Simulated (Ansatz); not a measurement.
## SbP (model cell, started as zinc blende): a soft mode frozen in

Aim: this structure of SbP (model cell, started as zinc blende) is to be tested for unstable modes, and one is followed downhill.

Method: DFT LDA, scalar-relativistic, plane waves, PAW, in Ansatz 0.2.0.

Report form: the programs' logs are mostly left out.

The structure was built from a prototype and need not be the compound's stable phase.

**1. The starting structure**

The structure is cubic, space group F-43m (No. 216). The conventional cell has a = 6.158 Å, b = 6.158 Å, c = 6.158 Å, α = 90.00°, β = 90.00°, γ = 90.00°. Sb has 4 P at 2.67 Å nearest. Nearest to P lie 4 Sb at 2.67 Å. Farther neighbours are not listed.

**2. Phonons on a q mesh**

The cell comes from relaxations at this level that are not shown. Stability and thermal properties need the whole zone. Linear response on a 4×4×4 q mesh gives force constants as far as a supercell of that size would.

The input, input.yaml:

```yaml
crystal:
  lattice:
    - [0.0, 3.0787780828, 3.0787780828]
    - [3.0787780828, 0.0, 3.0787780828]
    - [3.0787780828, 3.0787780828, 0.0]
  atoms:
    - { symbol: Sb, position: [0.0, 0.0, 0.0] }
    - { symbol: P, position: [0.25, 0.25, 0.25] }
kpoints:
  mp_grid: { grid: [12, 12, 12] }
hamiltonian:
  xc: lda
scf:
  occupations: { method: methfessel_paxton, width: 0.15 }
output:
  eigenvalues: true
phonons:
  method: dfpt
  qmesh: [4, 4, 4]
  temperatures: { t_max: 1000, t_step: 50 }
  qpath:
    path:
      - [[0.0, 0.0, 0.0], [-0.5, -0.5, 0.0], [-0.375, -0.375, 0.25]]
      - [[-0.375, 0.0, 0.375], [0.0, 0.0, 0.0], [0.0, 0.0, 0.5], [-0.5, -0.25, 0.25], [-0.5, -0.5, 0.0]]
    npoints: 10
```

Command:

```bash
ansatz run input.yaml --threads 4 --pin off --max-ram 7168MiB --backend cpu --events-out ev --progress --plain --runs-dir out
```

Elapsed: 3.6 min, on 4 threads of Arm Neoverse V2, shared host; peak memory 3.1 GiB; 14 min of CPU time.

Numbers from this step:

```
volume per atom                                         : 29.18 Å³
gap on the k-mesh                                       : 0 eV
sum-rule residual before enforcement                    : 1.62e-5 eV/Å²
lowest frequency on the path                            : -77.77 cm⁻¹
point group                                             : -43m
highest frequency on the path or at a solved wavevector : 256.4 cm⁻¹
highest optical mode at the zone centre (no LO-TO term) : 256.4 cm⁻¹
lowest optical zone-centre mode                         : 256.4 cm⁻¹
lowest mode on the q mesh (acoustic modes at Γ apart)   : -77.08 cm⁻¹
```

Frequencies (cm⁻¹) solved at each irreducible wavevector; negative means imaginary. Frequencies by wavevector, by row:

```
q in reciprocal lattice units  star  mode 1  mode 2  mode 3  mode 4  mode 5  mode 6
                        0 0 0     1       0       0       0   256.4   256.4   256.4
                     0 0 0.25     8   -41.2   -41.2    50.1   203.2   208.4   208.4
                     0 0 -0.5     4   -26.9   -26.9    87.4   156.7   191.8   191.8
                  0 0.25 0.25     6   -67.3   -67.3    69.8   162.2   162.2   210.1
                  0 0.25 -0.5    24     -65   -46.4    98.8   149.2   164.6   187.2
                 0 0.25 -0.25    12   -77.1     -45    95.2   162.7   176.6   201.5
                  0 -0.5 -0.5     3     -54     -54    84.2    84.2    89.4   165.1
              0.25 -0.5 -0.25     6   -55.8   -35.8   105.5   165.1   168.1   183.7
```

Interpolated from a 4×4×4 q mesh. The phonon branches at the labelled points (cm⁻¹):

```
    point  branch 1  branch 2  branch 3  branch 4  branch 5  branch 6
        Γ         0         0         0       256       256       256
  halfway       -67       -67        70       162       162       210
        X       -54       -54        84        84        89       165
  halfway       -54       -41        88       100       125       173
        U       -59       -22       100       130       168       189
jump to K       -59       -22       100       130       168       189
  halfway       -69       -44        71       186       186       203
        Γ         0         0         0       256       256       256
  halfway       -41       -41        50       203       208       208
        L       -27       -27        87       157       192       192
  halfway       -63       -36       105       167       174       192
        W       -56       -36       106       165       168       184
  halfway       -55       -38        93       127       137       177
        X       -54       -54        84        84        89       165
```

Symmetry leaves 8 wavevectors to solve. The lowest mode among them, the acoustic zeros apart, lies at q = (0, 0.25, -0.25) and is imaginary, 77.1i cm⁻¹, so the energy falls along it.

**3. The mode frozen in, largest atomic shift 0 Å**

The mode followed lies at q = (0, 0.25, 0.25) with frequency 67.3i cm⁻¹ and is 2-fold degenerate, one of the unstable modes though not the softest. At small amplitude the distorted cell has space group no. 20 by a symmetry search on the positions. The undistorted cell that holds it gives the zero of energy on the same k mesh.

System of this step: SbP (model cell, started as zinc blende). Symmetry: F-43m, No. 216, cubic system. The conventional cell has a = 6.158 Å, b = 6.158 Å, c = 6.158 Å, α = 90.00°, β = 90.00°, γ = 90.00°. Sb has 4 P at 2.67 Å nearest. Nearest to P lie 4 Sb at 2.67 Å. Farther neighbours are not listed.

The input, input.yaml:

```yaml
crystal:
  lattice:
    - [0.0, -3.0787780828, -3.0787780828]
    - [0.0, 3.0787780828, -3.0787780828]
    - [12.3151123313, 0.0, 0.0]
  atoms:
    - { symbol: Sb, position: [0.5, 0.5, 0.25] }
    - { symbol: Sb, position: [0.5, 0.5, 0.75] }
    - { symbol: Sb, position: [0.0, 0.0, 0.0] }
    - { symbol: Sb, position: [0.0, 0.0, 0.5] }
    - { symbol: P, position: [0.0, 0.5, 0.875] }
    - { symbol: P, position: [0.0, 0.5, 0.375] }
    - { symbol: P, position: [0.5, 0.0, 0.625] }
    - { symbol: P, position: [0.5, 0.0, 0.125] }
kpoints:
  mp_grid: { grid: [8, 8, 4] }
hamiltonian:
  xc: lda
scf:
  occupations: { method: methfessel_paxton, width: 0.15 }
output:
  forces: true
  stress: true
  eigenvalues: true
```

Elapsed: 8.4 s, on 4 threads; peak memory 0.68 GiB; 33 s of CPU time.

This step gave:

- pressure: 0.3190 GPa
- energy from the undistorted cell: 0 meV/atom

The run ends at a pressure of 0.32 GPa.

**4. The mode frozen in, largest atomic shift 0.6 Å**

The atoms are moved along the unstable eigenvector, the largest shift by 0.6 Å, with the cell fixed.

input.yaml, the sections that differ from step 3:

```yaml
crystal:
  lattice:
    - [0.0, -3.0787780828, -3.0787780828]
    - [0.0, 3.0787780828, -3.0787780828]
    - [12.3151123313, 0.0, 0.0]
  atoms:
    - { symbol: Sb, position: [0.5138600644, 0.4309508442, 0.25] }
    - { symbol: Sb, position: [0.4861399356, 0.5690491558, 0.75] }
    - { symbol: Sb, position: [-0.0690491558, 0.0138600644, 0.0] }
    - { symbol: Sb, position: [0.0690491558, -0.0138600644, 0.5] }
    - { symbol: P, position: [-0.028021683, 0.528021683, 0.875] }
    - { symbol: P, position: [0.028021683, 0.471978317, 0.375] }
    - { symbol: P, position: [0.5974412549, 0.0974412549, 0.625] }
    - { symbol: P, position: [0.4025587451, -0.0974412549, 0.125] }
# kpoints, hamiltonian, scf, output: as in step 3
```

Wall time 13 s (4 threads); peak memory 0.79 GiB; 50 s of CPU time.

This step gave:

| Property | Result |
| --- | --- |
| pressure | -1.320 GPa |
| energy from the undistorted cell | -52.05 meV/atom |

The energy, extrapolated to zero smearing, is -52.05 meV/atom against the undistorted cell.

The run ends at a pressure of -1.32 GPa, with forces up to 0.58 eV/Å.

**5. Energy along the mode, all amplitudes (two of the runs are shown above)**

An imaginary frequency means negative curvature, so the energy should fall and then rise again as anharmonic terms take over.

Numbers from this step:

* depth at the lowest point sampled: 52.05 meV/atom
* largest atomic shift at that point: 0.6 Å

Energy from the parent against largest atomic shift:

```csv
largest atomic shift (Å),energy from the parent (meV/atom)
0.000,0
0.040,-0.514
0.080,-1.98
0.140,-5.61
0.220,-12.2
0.320,-22.4
0.450,-36.8
0.600,-52.0
```

Displacement at unit largest shift by atom:

| atom | x (Å) | y (Å) | z (Å) | size |
| --- | --- | --- | --- | --- |
| Sb1 | 0.00 | -0.42 | 0.28 | 0.51 |
| Sb2 | 0.00 | 0.42 | -0.28 | 0.51 |
| Sb3 | 0.00 | 0.42 | 0.28 | 0.51 |
| Sb4 | 0.00 | -0.42 | -0.28 | 0.51 |
| P5 | 0.00 | 0.29 | 0.00 | 0.29 |
| P6 | 0.00 | -0.29 | 0.00 | 0.29 |
| P7 | 0.00 | 0.00 | -1.00 | 1.00 |
| P8 | 0.00 | 0.00 | 1.00 | 1.00 |

The lowest of the steps tried is the last one, at 0.6 Å, 52.0 meV/atom below the parent; the bottom of the well need not coincide with a step.

**6. Relaxation from the frozen mode**

Starting from the lowest point found, all atoms and the cell are let go, so that strain and other modes of the same symmetry can join in.

Edit input.yaml of step 4 so:

```diff
@@ -24 +24,6 @@
   eigenvalues: true
+relax:
+  adjacent_minimum: "off"
+  f_tol: 0.002
+  max_steps: 120
+  cell: { stress_tol: 0.03 }
```

The job ended after 5.6 min (4 threads; peak memory 0.86 GiB; 22 min of CPU time).

The steps of the relaxation (22 of 23):

| step | energy less that of the first step (eV) | largest force component (eV/Å) | pressure (GPa) | volume (Å³) |
| --- | --- | --- | --- | --- |
| 1 | 0.0000 | 0.4888 | -1.32 | 233.47 |
| 2 | -0.3968 | 0.3962 | 0.15 | 221.79 |
| 3 | -0.6829 | 0.2264 | -0.70 | 218.20 |
| 4 | -0.8692 | 0.1629 | 0.00 | 209.18 |
| 5 | -1.0468 | 0.0730 | -0.40 | 203.14 |
| 6 | -1.2089 | 0.1265 | -0.08 | 193.66 |
| 7 | -1.2777 | 0.1605 | -0.04 | 185.97 |
| 8 | -1.4688 | 0.1393 | 0.11 | 185.50 |
| 9 | -1.6623 | 0.3562 | 0.51 | 179.28 |
| 10 | -2.0318 | 0.4518 | 0.41 | 174.91 |
| 11 | -2.2023 | 0.9828 | 0.84 | 171.38 |
| 13 | -2.5603 | 0.0334 | -0.40 | 172.44 |
| 14 | -1.9621 | 0.5344 | -3.80 | 185.35 |
| 15 | -2.5782 | 0.0417 | 0.15 | 171.30 |
| 16 | -2.5802 | 0.0064 | -0.01 | 171.45 |
| 17 | -2.5806 | 0.0034 | -0.01 | 171.42 |
| 18 | -2.5807 | 0.0018 | 0.04 | 171.31 |
| 19 | -2.5807 | 0.0020 | -0.02 | 171.43 |
| 20 | -2.5807 | 0.0004 | 0.00 | 171.39 |
| 21* | -2.5855 | 0.0004 | 0.05 | 171.39 |
| 22 | -2.5856 | 0.0003 | 0.00 | 171.45 |
| 23* | -2.5856 | 0.0002 | 0.00 | 171.45 |

Relaxation steps marked * repeat the geometry before them on a plane-wave basis chosen anew for their cell, so energy and pressure can jump there. Other such steps can lie between the rows shown. Relaxation step 14 was tried and not accepted.

Forces are held to the 4 operations that the run works with; a distortion that breaks them can't arise in this run.

```csv
cell as run,before,after,change
a (Å),4.354,3.831,-12.0 %
b (Å),4.354,3.831,-12.0 %
c (Å),12.315,13.485,+9.5 %
γ (°),90.00,60.00,-33.3 %
volume (Å³/atom),29.18,21.43,-26.6 %
```

The atoms that moved most (Å, as changes of fractional coordinates times the final cell):

```csv
atom,dx,dy,dz,length
Sb4,-0.047,-0.799,-0.370,0.882
Sb2,0.047,0.799,-0.370,0.882
Sb3,-0.047,0.799,0.370,0.882
Sb1,0.047,-0.799,0.370,0.882
P8,0.000,0.000,0.460,0.460
P7,0.000,0.000,-0.460,0.460
P5,0.000,-0.107,0.000,0.107
P6,0.000,0.107,0.000,0.107
```

This step gave:

```
pressure        : 0.003352 GPa
volume per atom : 21.43 Å³
```

The distorted start has space group C222_1; the relaxation ends in P6_3/mmc.

**7. The new phase in its own primitive cell**

The relaxed structure is symmetrised, reduced to its primitive cell and relaxed tightly, as its phonons need.

The input, input.yaml:

```yaml
crystal:
  lattice:
    - [3.8314754388, 0.0, 0.0]
    - [-1.9157377194, 3.318155064, 0.0]
    - [0.0, 0.0, 13.4853459397]
  atoms:
    - { symbol: Sb, position: [0.3333333333, 0.6666666667, 0.8784954689] }
    - { symbol: Sb, position: [0.6666666667, 0.3333333333, 0.3784954689] }
    - { symbol: Sb, position: [0.3333333333, 0.6666666667, 0.6215045311] }
    - { symbol: Sb, position: [0.6666666667, 0.3333333333, 0.1215045311] }
    - { symbol: P, position: [0.0, 0.0, 0.5] }
    - { symbol: P, position: [0.0, 0.0, 0.0] }
    - { symbol: P, position: [0.3333333333, 0.6666666667, 0.25] }
    - { symbol: P, position: [0.6666666667, 0.3333333333, 0.75] }
kpoints:
  mp_grid: { grid: [9, 9, 4] }
hamiltonian:
  xc: lda
scf:
  occupations: { method: methfessel_paxton, width: 0.15 }
output:
  forces: true
  stress: true
  eigenvalues: true
relax:
  adjacent_minimum: "off"
  f_tol: 0.001
  max_steps: 60
  cell: { stress_tol: 0.01 }
```

Run time: 20 s. Hardware: 4 threads; peak memory 0.64 GiB.

The steps of the relaxation:

```csv
step,energy less that of the first step (eV),largest force component (eV/Å),pressure (GPa),volume (Å³)
1,0.0000,0.0154,0.09,171.44
2,-0.0001,0.0342,-0.09,171.98
3,-0.0004,0.0071,0.02,171.79
4,-0.0004,0.0001,0.00,171.80
5*,-0.0005,0.0001,0.00,171.80
```

Relaxation steps marked * repeat the geometry before them on a plane-wave basis chosen anew for their cell, so energy and pressure can jump there.

Forces are held to the 24 operations that the run works with; a distortion that breaks them can't arise in this run.

```
conventional cell, symmetrised  before   after  change
                         a (Å)   3.831   3.840  +0.2 %
                         b (Å)   3.831   3.840  +0.2 %
                         c (Å)  13.485  13.450  -0.3 %
              volume (Å³/atom)   21.43   21.47  +0.2 %
```

Final coordinates:

```xyz
8
Lattice="3.8404 0.0000 0.0000 -1.9202 3.3259 0.0000 0.0000 0.0000 13.4504" Properties=species:S:1:pos:R:3 pbc="T T T"
Sb    0.0000    2.2172   11.8181
Sb    1.9202    1.1086    5.0929
Sb    0.0000    2.2172    8.3575
Sb    1.9202    1.1086    1.6323
P     0.0000    0.0000    6.7252
P     0.0000    0.0000    0.0000
P     0.0000    2.2172    3.3626
P     1.9202    1.1086   10.0878
```

Numbers from this step:

```
pressure        : 0.001087 GPa
volume per atom : 21.47 Å³
```

The largest force component left is 0.14 meV/Å and the pressure is 0.001 GPa, within the tolerances set. The cell now holds 21.47 Å³/atom.

**8. What came out**

```json
{
 "unstable mode of the parent": "q = (0, 0.25, 0.25), 67i cm⁻¹",
 "depth at the lowest point sampled": "52.0 meV/atom",
 "largest atomic shift at that point": "0.6 Å",
 "space group reached (within 0.01 Å)": "P6_3/mmc",
 "energy gained over the parent (first relaxation, on the mesh of the frozen mode)": "376 meV/atom",
 "volume per atom, phase reached": "21.5 Å³"
}
```

Along this mode the structure falls into P6_3/mmc, 376 meV/atom below the parent. At the parent's cell the well is 52.05 meV/atom deep on the steps tried, with its lowest point at a shift of 0.6 Å. That is the last step tried, so the steps alone don't bracket the bottom of the well. Relaxing atoms and cell changes the gain by +323.53 meV/atom against the lowest step (energies at zero smearing). Most of the total comes from this relaxation. The modes of the phase reached were not computed on this path. Of the 3 patterns followed to their end from this parent, this one reaches the lowest energy. Each path keeps the symmetry of its pattern, so a lower phase may lie along a pattern not tried. With no gap, or one that is small against the smearing, the frequencies hang on the k mesh and the smearing, most of all near Kohn anomalies. The volume moved by more than a tenth on the k mesh of the start, so the energy gain is rough. Spin-orbit coupling is left out, which can matter for the heavy elements here. A phonon run warned that its eigensolver left some bands unconverged in a pass. The starting cell was built on a prototype and not taken from a measurement, so the phase need not exist.

[Logs are printed without paths, hosts, clocks, repeated set-up lines and the standing remarks that a program may print on its own settings, such as how far it seeks lower states.]

[Hosts, paths, dates, database ids (printed as entryN), source tags and the programs' standing remarks are cut or masked in the printed files.]
